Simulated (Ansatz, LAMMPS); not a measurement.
**Amorphous 32Ga2O3-68GeO2 (mol %) (69 atoms) under strain**

Aim: relax amorphous 32Ga2O3-68GeO2 (mol %) (69 atoms), then change its volume and shape to read moduli from the stress.

Method: Kohn-Sham DFT, revPBE, PAW (set soft_1), plane waves; PAW set soft_1, in Ansatz 0.2.0.

### 1. The system as given

The cell holds 69 atoms: 12 Ga, 13 Ge and 44 O. Its edges and angles: a = 9.780 Å, b = 9.780 Å, c = 9.780 Å, α = 90.0°, β = 90.0°, γ = 90.0°. 69 atoms (12 Fe, 13 Ge, 44 O) placed at random at 4.19 g/cm³, melted at 5000 K for 10 ps at fixed volume with the Morse and Coulomb pair potential with partial charges (Pedone, Malavasi, Menziani, Cormack and Segre, J. Phys. Chem. B 110, 11780 (2006)). Quenched from 5000 K to 300 K at 20 K/ps and fixed volume, held 5 ps, then minimised at fixed cell. Then Fe was replaced by Ga and the cell scaled by 1.006 (the potential has no terms for the new elements, so the cell is a start for a DFT relaxation).

Limits known from the start: The quench rate of 20 K/ps is orders of magnitude faster than experiment, which tends to freeze in extra defects. The network of bonds at the start is that of the classical potential that made the cell, and needn't be the one that DFT or experiment would give. The Brillouin zone is sampled at Γ only.

### 2. Single point at the start

A single point comes first, to see the forces before anything moves.

The input, input.yaml:

```yaml
crystal:
  lattice:
    - [9.77983, 0.0, 0.0]
    - [0.0, 9.77983, 0.0]
    - [0.0, 0.0, 9.77983]
  atoms:
    - { symbol: Ga, position: [0.86996, 0.88951, 0.54555] }
    - { symbol: Ga, position: [0.32419, 0.61134, 0.74796] }
    - { symbol: Ga, position: [0.65876, 0.11954, 0.68941] }
    - { symbol: Ga, position: [0.5854, 0.40092, 0.80407] }
    - { symbol: Ga, position: [0.03502, 0.78679, 0.86018] }
    - { symbol: Ga, position: [0.9844, 0.59596, 0.61079] }
    - { symbol: Ga, position: [0.0813, 0.0844, 0.66809] }
    - { symbol: Ga, position: [0.31767, 0.23195, 0.80763] }
    - { symbol: Ga, position: [0.00676, 0.10558, 0.37427] }
    - { symbol: Ga, position: [0.93214, 0.35515, 0.8069] }
    - { symbol: Ga, position: [0.78587, 0.32337, 0.13866] }
    - { symbol: Ga, position: [0.79902, 0.29048, 0.49573] }
    - { symbol: Ge, position: [0.61468, 0.54137, 0.53178] }
    - { symbol: Ge, position: [0.32153, 0.57681, 0.33261] }
    - { symbol: Ge, position: [0.63266, 0.7687, 0.73752] }
    - { symbol: Ge, position: [0.83148, 0.60457, 0.29649] }
    - { symbol: Ge, position: [0.33418, 0.9047, 0.86933] }
    - { symbol: Ge, position: [0.18846, 0.37216, 0.55493] }
    - { symbol: Ge, position: [0.26313, 0.86395, 0.48545] }
    - { symbol: Ge, position: [0.75892, 0.92011, 0.21543] }
    - { symbol: Ge, position: [0.50498, 0.08925, 0.37987] }
    - { symbol: Ge, position: [0.84424, 0.59837, 0.96638] }
    - { symbol: Ge, position: [0.42272, 0.3933, 0.06321] }
    - { symbol: Ge, position: [0.27534, 0.11775, 0.13939] }
    - { symbol: Ge, position: [0.89281, 0.09421, 0.94363] }
    - { symbol: O, position: [0.5876, 0.33981, 0.09972] }
    - { symbol: O, position: [0.94993, 0.64546, 0.41822] }
    - { symbol: O, position: [0.94754, 0.73813, 0.02352] }
    - { symbol: O, position: [0.66355, 0.39257, 0.62596] }
    - { symbol: O, position: [0.46702, 0.55984, 0.4373] }
    - { symbol: O, position: [0.39531, 0.97982, 0.46376] }
    - { symbol: O, position: [0.1247, 0.2163, 0.50408] }
    - { symbol: O, position: [0.69956, 0.92734, 0.67307] }
    - { symbol: O, position: [0.2724, 0.03558, 0.76259] }
    - { symbol: O, position: [0.16996, 0.5261, 0.65178] }
    - { symbol: O, position: [0.12406, 0.09056, 0.21751] }
    - { symbol: O, position: [0.85712, 0.24466, 0.31231] }
    - { symbol: O, position: [0.00423, 0.99336, 0.85232] }
    - { symbol: O, position: [0.75126, 0.44499, 0.89946] }
    - { symbol: O, position: [0.32009, 0.98834, 0.02651] }
    - { symbol: O, position: [0.4134, 0.45884, 0.89605] }
    - { symbol: O, position: [0.61196, 0.99753, 0.27356] }
    - { symbol: O, position: [0.49392, 0.84718, 0.82682] }
    - { symbol: O, position: [0.73591, 0.70713, 0.86799] }
    - { symbol: O, position: [0.80458, 0.17783, 0.81033] }
    - { symbol: O, position: [0.20947, 0.45831, 0.40054] }
    - { symbol: O, position: [0.30523, 0.76914, 0.62489] }
    - { symbol: O, position: [0.10672, 0.25818, 0.77597] }
    - { symbol: O, position: [0.71378, 0.69075, 0.57286] }
    - { symbol: O, position: [0.52241, 0.2063, 0.80937] }
    - { symbol: O, position: [0.36776, 0.51359, 0.17487] }
    - { symbol: O, position: [0.72911, 0.48852, 0.39044] }
    - { symbol: O, position: [0.52919, 0.60293, 0.70412] }
    - { symbol: O, position: [0.22968, 0.75962, 0.8763] }
    - { symbol: O, position: [0.10985, 0.94804, 0.5118] }
    - { symbol: O, position: [0.87244, 0.94684, 0.35118] }
    - { symbol: O, position: [0.80422, 0.00958, 0.06861] }
    - { symbol: O, position: [0.89058, 0.10529, 0.56919] }
    - { symbol: O, position: [0.30744, 0.25712, 0.02618] }
    - { symbol: O, position: [0.9321, 0.40198, 0.60128] }
    - { symbol: O, position: [0.9692, 0.77924, 0.67691] }
    - { symbol: O, position: [0.26978, 0.74405, 0.35434] }
    - { symbol: O, position: [0.84613, 0.51753, 0.13896] }
    - { symbol: O, position: [0.39324, 0.16704, 0.26538] }
    - { symbol: O, position: [0.9288, 0.25212, 0.01538] }
    - { symbol: O, position: [0.73933, 0.7447, 0.23881] }
    - { symbol: O, position: [0.97116, 0.5533, 0.84066] }
    - { symbol: O, position: [0.34059, 0.33059, 0.6381] }
    - { symbol: O, position: [0.61731, 0.16202, 0.49572] }
kpoints:
  mp_grid: { grid: [1, 1, 1] }
hamiltonian:
  xc: revpbe
  pseudopotentials: { kind: paw, azcp: { folder: soft_1 } }
scf:
  occupations: { method: gaussian, width: 0.05 }
output:
  forces: true
```

On the command line:

```sh
$ ansatz run input.yaml --threads 4 --pin off --max-ram 8192MiB --backend cpu --events-out ev --progress --plain --runs-dir out
```

Output:

```text
[...]
Pseudopotentials: kind: paw
Pseudopotential: Ga, paw, valence charge 13, recommended cutoff 420 eV (normal), soft_1/Ga.paw.azcp
Pseudopotential: Ge, paw, valence charge 14, recommended cutoff 420 eV (normal), soft_1/Ge.paw.azcp
Pseudopotential: O, paw, valence charge 6, recommended cutoff 420 eV (normal), soft_1/O.paw.azcp
[... 5 lines on functional and potentials left out ...]
Crystal: 69 atoms, lattice volume = 935.393 Å³
Basis set: ecut = 420 eV, 18325 PW (Γ), exchange–correlation on 144×144×144 points (8 copies of the dense FFT grid, shifted against one another)
Bands: 370, of which v1, the nominal top of the filled ones, is band 301 counted from 1 (300 counted from 0)
Symmetry: 1 space group operations
Space group: P1 (ITA 1), of the structure as read, at distance tolerance 9.8e-5 Å
k-points: 1
[... 10 lines on functional and potentials left out ...]
Initial density: superposition of atomic densities (chi_scale 0.1, normalization cell, long waves kept (reshape's long-wave potential 0.66 eV rms))
Initial wavefunctions: pseudopotential atomic-orbital guess
[...]
SCF iter   1: F=—  HF=-126367.020730 eV  |F-HF|=—  |Δ(HF+E_count)|=         —  Δρ=1.07e-1  dr2=6.84e1  ethr=3.10e-3  ⟨swp⟩=5.0  Hψ=1371  notcnv=0  defer=36
preconditioner: auto → Resta (q_TF=auto, 2.535 Å⁻¹)  ε∞=3.2  [insulator: Δε(μ)=1.672 eV  Ē_g=20.184 eV  σ=0.050 eV  W_gap=1.00  n_scr=250 (ndim 8)  ℏωp=29.8 eV  f_vac=0.138  D(μ)=0.00/eV (n_scr^D=0)  ε∞_Penn≈3.2]
SCF iter   2: F=—  HF=-126349.920838 eV  |F-HF|=—  |Δ(HF+E_count)|=    1.71e1  Δρ=4.69e-2  dr2=1.11e1  ethr=3.10e-3  ⟨swp⟩=2.0  Hψ=662  notcnv=0  defer=62
SCF iter   3: F=—  HF=-126347.189984 eV  |F-HF|=—  |Δ(HF+E_count)|=    2.73e0  Δρ=1.56e-2  dr2=2.08e0  ethr=1.84e-3  ⟨swp⟩=4.0  Hψ=618  notcnv=0  defer=41
automatic band count: iteration 3 solves 349 bands in place of 370: the levels show a gap, and the empty bands left out lie too high to hold charge; the band table lists the bands solved (type scf.n_extra_bands for more)
SCF iter   4: F=—  HF=-126346.968737 eV  |F-HF|=—  |Δ(HF+E_count)|=   2.21e-1  Δρ=4.85e-3  dr2=2.09e-1  ethr=3.46e-4  ⟨swp⟩=2.0  Hψ=599  notcnv=0  defer=44
SCF iter   5: F=—  HF=-126347.061493 eV  |F-HF|=—  |Δ(HF+E_count)|=   9.28e-2  Δρ=3.23e-3  dr2=8.70e-2  ethr=3.47e-5  ⟨swp⟩=2.0  Hψ=561  notcnv=0  defer=44
[...]
SCF iter  13: F=—  HF=-126347.104857 eV  |F-HF|=—  |Δ(HF+E_count)|=   2.86e-7  Δρ=4.11e-6  dr2=1.50e-7  ethr=1.22e-10  ⟨swp⟩=2.0  Hψ=553  notcnv=0  defer=44
SCF iter  14: F=-126347.104857 eV  HF=-126347.104857 eV  |F-HF|=1.00e-8  |Δ(HF+E_count)|=   3.68e-8  Δρ=1.24e-6  dr2=1.52e-8  ethr=1.66e-11  ⟨swp⟩=4.0  Hψ=1086  notcnv=0
SCF 1 converged in 14 iterations: F = -126347.104857 eV  dr2 = 1.52e-8
[...]
SCF converged after 14 iterations
Free energy (F): -126347.104857 eV
Harris-Foulkes:  -126347.104857 eV  (|F-HF|=1.00e-8)
Internal energy: -126347.104857 eV  (E = F + TS)
E sigma→0 (E₀):  -126347.104857 eV
Fermi energy:    5.803821 eV
--- Per-component energies (eV) ---
[...]
Σ components = -126347.104857   (vs F -126347.104857, Δ=0.00e0)
--- Forces (eV/Å), atoms counted from 1 ---
  atom   1  Ga    -0.71850591     0.27187169     0.21086706
  atom   2  Ga     0.09120643     0.95032101    -1.52430667
  atom   3  Ga    -0.80438192    -0.72490034     0.63739965
  atom   4  Ga     0.16429279     0.12617088     0.54169482
[...]
atom  69  O      1.05579725     1.01726718     1.43028818
  max |Σ_I F_I| component: 4.18e-5 eV/Å
```

The job ended after 13 s (4 threads of Arm Neoverse V1, shared host; peak memory 1.3 GiB).

The r.m.s. force at the start is 0.90 eV/Å.

### 3. Cell and atoms relaxed

The cell is relaxed with the atoms, since the starting lattice needn't suit this functional.

The input, input.yaml:

```yaml
crystal:
  lattice:
    - [9.77983, 0.0, 0.0]
    - [0.0, 9.77983, 0.0]
    - [0.0, 0.0, 9.77983]
  atoms:
    [... the 69 atom lines of step 2 ...]
kpoints:
  mp_grid: { grid: [1, 1, 1] }
hamiltonian:
  xc: revpbe
  pseudopotentials: { kind: paw, azcp: { folder: soft_1 } }
scf:
  occupations: { method: gaussian, width: 0.05 }
output:
  forces: true
relax:
  f_tol: 0.05
  max_steps: 150
  cell: {}
```

Output:

```text
[...]
Crystal: 69 atoms, lattice volume = 935.393 Å³
Basis set: ecut = 420 eV, 18325 PW (Γ), exchange–correlation on 144×144×144 points (8 copies of the dense FFT grid, shifted against one another)
Bands: 370, of which v1, the nominal top of the filled ones, is band 301 counted from 1 (300 counted from 0)
Symmetry: 1 space group operations
[...]
k-points: 1
[...]
SCF iter   1: F=—  HF=-126367.020730 eV  |F-HF|=—  |Δ(HF+E_count)|=         —  Δρ=1.07e-1  dr2=6.84e1  ethr=3.10e-3  ⟨swp⟩=5.0  Hψ=1371  notcnv=0  defer=36
[...]
SCF iter  14: F=-126347.104857 eV  HF=-126347.104857 eV  |F-HF|=9.07e-9  |Δ(HF+E_count)|=   3.72e-8  Δρ=1.27e-6  dr2=1.60e-8  ethr=1.66e-11  ⟨swp⟩=4.0  Hψ=1087  notcnv=0
SCF 1 converged in 14 iterations: F = -126347.104857 eV  dr2 = 1.60e-8
[...]
relax step   1: F+E_penalty+E_count = -126347.10485690 eV  Δ(F+E_penalty+E_count) = +0.000e0 eV  max|allowed force component| = 2.390e0 eV/Å  Δτ_max = 0.0000 Å  P = +2.498 GPa  Ω = 935.393 Å³  (14 SCF iters, dr2 threshold 1.00e-7 eV, accepted)
[... from here on, the SCF cycles and remarks between the steps are left out ...]
relax step   2: F+E_penalty+E_count = -126350.38521539 eV  Δ(F+E_penalty+E_count) = -3.280e0 eV  max|allowed force component| = 1.376e0 eV/Å  Δτ_max = 0.1855 Å  P = +1.331 GPa  Ω = 923.140 Å³  energy of the carried Pulay correction = +2.987e-2 eV  (9 SCF iters, dr2 threshold 6.90e-6 eV, accepted)
relax step   3: F+E_penalty+E_count = -126351.94649422 eV  Δ(F+E_penalty+E_count) = -1.561e0 eV  max|allowed force component| = 6.710e-1 eV/Å  Δτ_max = 0.1916 Å  P = -0.009 GPa  Ω = 914.209 Å³  energy of the carried Pulay correction = +5.189e-2 eV  (8 SCF iters, dr2 threshold 6.90e-6 eV, accepted)
relax step   4: F+E_penalty+E_count = -126352.82628249 eV  Δ(F+E_penalty+E_count) = -8.798e-1 eV  max|allowed force component| = 4.733e-1 eV/Å  Δτ_max = 0.2000 Å  P = -0.184 GPa  Ω = 913.055 Å³  energy of the carried Pulay correction = +5.475e-2 eV  (9 SCF iters, dr2 threshold 6.90e-6 eV, accepted)
relax step   5: F+E_penalty+E_count = -126353.16138752 eV  Δ(F+E_penalty+E_count) = -3.351e-1 eV  max|allowed force component| = 2.740e-1 eV/Å  Δτ_max = 0.2000 Å  P = +0.145 GPa  Ω = 913.841 Å³  energy of the carried Pulay correction = +5.280e-2 eV  (9 SCF iters, dr2 threshold 6.90e-6 eV, accepted)
relax step   6: F+E_penalty+E_count = -126353.26815123 eV  Δ(F+E_penalty+E_count) = -1.068e-1 eV  max|allowed force component| = 3.744e-1 eV/Å  Δτ_max = 0.1956 Å  P = -0.333 GPa  Ω = 920.522 Å³  energy of the carried Pulay correction = +3.630e-2 eV  (9 SCF iters, dr2 threshold 4.69e-6 eV, accepted)
relax step   7: F+E_penalty+E_count = -126353.43639484 eV  Δ(F+E_penalty+E_count) = -1.682e-1 eV  max|allowed force component| = 1.701e-1 eV/Å  Δτ_max = 0.2000 Å  P = -0.152 GPa  Ω = 921.244 Å³  energy of the carried Pulay correction = +3.452e-2 eV  (8 SCF iters, dr2 threshold 6.90e-6 eV, accepted)
relax step   8: F+E_penalty+E_count = -126353.47870331 eV  Δ(F+E_penalty+E_count) = -4.231e-2 eV  max|allowed force component| = 2.054e-1 eV/Å  Δτ_max = 0.2000 Å  P = +0.068 GPa  Ω = 921.036 Å³  energy of the carried Pulay correction = +3.504e-2 eV  (9 SCF iters, dr2 threshold 1.81e-6 eV, accepted)
relax step   9: F+E_penalty+E_count = -126353.48933923 eV  Δ(F+E_penalty+E_count) = -1.064e-2 eV  max|allowed force component| = 2.248e-1 eV/Å  Δτ_max = 0.0248 Å  P = +0.029 GPa  Ω = 921.810 Å³  energy of the carried Pulay correction = +3.313e-2 eV  (7 SCF iters, dr2 threshold 2.64e-6 eV, accepted)
relax step  10: F+E_penalty+E_count = -126353.52110828 eV  Δ(F+E_penalty+E_count) = -3.177e-2 eV  max|allowed force component| = 1.809e-1 eV/Å  Δτ_max = 0.2000 Å  P = +0.010 GPa  Ω = 922.284 Å³  energy of the carried Pulay correction = +3.197e-2 eV  (9 SCF iters, dr2 threshold 3.16e-6 eV, accepted)
relax step  11: F+E_penalty+E_count = -126353.53602598 eV  Δ(F+E_penalty+E_count) = -1.492e-2 eV  max|allowed force component| = 1.545e-1 eV/Å  Δτ_max = 0.0676 Å  P = -0.072 GPa  Ω = 922.054 Å³  energy of the carried Pulay correction = +3.253e-2 eV  (8 SCF iters, dr2 threshold 2.04e-6 eV, accepted)
relax step  12: F+E_penalty+E_count = -126353.55628093 eV  Δ(F+E_penalty+E_count) = -2.025e-2 eV  max|allowed force component| = 1.060e-1 eV/Å  Δτ_max = 0.2000 Å  P = +0.114 GPa  Ω = 918.745 Å³  energy of the carried Pulay correction = +4.068e-2 eV  (9 SCF iters, dr2 threshold 1.49e-6 eV, accepted)
relax step  13: F+E_penalty+E_count = -126353.56058750 eV  Δ(F+E_penalty+E_count) = -4.307e-3 eV  max|allowed force component| = 5.830e-2 eV/Å  Δτ_max = 0.0450 Å  P = -0.008 GPa  Ω = 920.745 Å³  energy of the carried Pulay correction = +3.575e-2 eV  (8 SCF iters, dr2 threshold 7.03e-7 eV, accepted)
relax step  14: F+E_penalty+E_count = -126353.56358745 eV  Δ(F+E_penalty+E_count) = -3.000e-3 eV  max|allowed force component| = 1.115e-1 eV/Å  Δτ_max = 0.1786 Å  P = +0.003 GPa  Ω = 921.411 Å³  energy of the carried Pulay correction = +3.412e-2 eV  (9 SCF iters, dr2 threshold 2.12e-7 eV, accepted)
relax step  15: F+E_penalty+E_count = -126353.56517979 eV  Δ(F+E_penalty+E_count) = -1.592e-3 eV  max|allowed force component| = 6.295e-2 eV/Å  Δτ_max = 0.0220 Å  P = -0.050 GPa  Ω = 921.350 Å³  energy of the carried Pulay correction = +3.426e-2 eV  (7 SCF iters, dr2 threshold 7.77e-7 eV, accepted)
relax step  16: F+E_penalty+E_count = -126353.56735299 eV  Δ(F+E_penalty+E_count) = -2.173e-3 eV  max|allowed force component| = 4.728e-2 eV/Å  Δτ_max = 0.0349 Å  P = -0.022 GPa  Ω = 921.268 Å³  energy of the carried Pulay correction = +3.447e-2 eV  (8 SCF iters, dr2 threshold 2.48e-7 eV, accepted)
relax step  17: F+E_penalty+E_count = -126353.57303897 eV  Δ(F+E_penalty+E_count) = -5.686e-3 eV  max|allowed force component| = 4.687e-2 eV/Å  Δτ_max = 0.0000 Å  P = -0.031 GPa  Ω = 921.268 Å³  stress off target by 1.96e-1 GPa  SCF on the basis re-selected at this cell (its energy is not comparable with the rows above)  (8 SCF iters)
relax step  18: F+E_penalty+E_count = -126353.57747471 eV  Δ(F+E_penalty+E_count) = -4.436e-3 eV  max|allowed force component| = 3.766e-2 eV/Å  Δτ_max = 0.0138 Å  P = +0.022 GPa  Ω = 920.249 Å³  energy of the carried Pulay correction = +2.439e-3 eV  (8 SCF iters, dr2 threshold 9.56e-8 eV, accepted)
relax step  19: F+E_penalty+E_count = -126353.57886142 eV  Δ(F+E_penalty+E_count) = -1.387e-3 eV  max|allowed force component| = 1.234e-2 eV/Å  Δτ_max = 0.0091 Å  P = +0.001 GPa  Ω = 920.220 Å³  energy of the carried Pulay correction = +2.532e-3 eV  (8 SCF iters, dr2 threshold 1.68e-8 eV, accepted)
relax step  20: F+E_penalty+E_count = -126353.57661297 eV  Δ(F+E_penalty+E_count) = +2.248e-3 eV  max|allowed force component| = 1.233e-2 eV/Å  Δτ_max = 0.0000 Å  P = -0.002 GPa  Ω = 920.220 Å³  stress off target by 2.48e-2 GPa  SCF on the basis re-selected at this cell (its energy is not comparable with the rows above)  (5 SCF iters)
basis re-selected at this cell: Δ(F+E_penalty+E_count) = +2.248e-3 eV, ΔP = -0.004 GPa vs the last step (what re-selecting the basis moved, of the pressure what is left beyond the Pulay correction that the steps carried, after the strain that the cell walked since its last selection, [...]
SCF converged after 5 iterations
Free energy (F): -126353.576613 eV
[...]
Internal energy: -126353.576613 eV  (E = F + TS)
E sigma→0 (E₀):  -126353.576613 eV
Fermi energy:    6.049332 eV
[...]
--- Forces (eV/Å), atoms counted from 1 ---
  atom   1  Ga    -0.00474161     0.00261415    -0.00341419
  atom   2  Ga     0.00000665    -0.00033038    -0.00312720
  atom   3  Ga    -0.00085494    -0.00056313    -0.00280276
  atom   4  Ga     0.00304193     0.00601355    -0.00239661
  atom   5  Ga    -0.00134162     0.00442964    -0.00238303
  atom   6  Ga    -0.00378627     0.00018217    -0.00172609
  atom   7  Ga    -0.00572556     0.00561169    -0.00665315
  atom   8  Ga     0.00326828     0.00112754     0.00631963
  atom   9  Ga     0.00725234     0.00049970     0.00250771
  atom  10  Ga     0.00133682    -0.00607168     0.00068384
  atom  11  Ga    -0.00672744     0.00097567    -0.00768395
  atom  12  Ga     0.00192945    -0.00220937    -0.00084375
  atom  13  Ge    -0.00119426     0.00178182     0.00120607
  atom  14  Ge    -0.00365862    -0.00403446     0.00006277
[...]
atom  68  O      0.00137224    -0.00151507     0.00087102
  atom  69  O      0.00088436    -0.00183802     0.00038063
  max |Σ_I F_I| component: 2.32e-5 eV/Å
--- Stress (GPa, compression-positive) ---
        0.005174       0.005119      -0.009849
        0.005119       0.006231       0.008450
       -0.009849       0.008450      -0.018134
  P = ⅓ Tr σ = -0.0022 GPa (-0.022 kbar)
--- Relaxed structure (18 steps of the walk, 18 accepted, 2 SCFs on fresh bases) ---
  F+E_penalty+E_count = -126353.57661297 eV   max|allowed force component| = 1.233e-2 eV/Å   (the final SCF, on the basis selected at the relaxed cell)
  cell:  # Å, volume = 920.2200 Å³
    - [9.745282, 0.151723, -0.259938]
    - [0.151723, 10.026884, 0.032096]
    - [-0.259938, 0.032096, 9.426688]
  atoms:
    - { symbol: Ga, position: [0.887067, 0.904101, 0.575669] }
    - { symbol: Ga, position: [0.295860, 0.654581, 0.710876] }
    - { symbol: Ga, position: [0.642697, 0.083005, 0.716793] }
    - { symbol: Ga, position: [0.586593, 0.370973, 0.803687] }
[...]
- { symbol: O, position: [0.635748, 0.148799, 0.512187] }
```

Elapsed: 3.9 min, on 4 threads; peak memory 1.3 GiB.

The relaxation converged after 18 steps, with a largest force component of 0.012 eV/Å.

(Part 1 of 4 ends here.)

[Long decimals in the printed logs are rounded to 6 places.]

[Logs are printed without paths, hosts, clocks, repeated set-up lines and the standing remarks that a program may print on its own settings, such as how far it seeks lower states.]

[Hosts, paths, dates, database ids (printed as entryN), source tags and the programs' standing remarks are cut or masked in the printed files.]
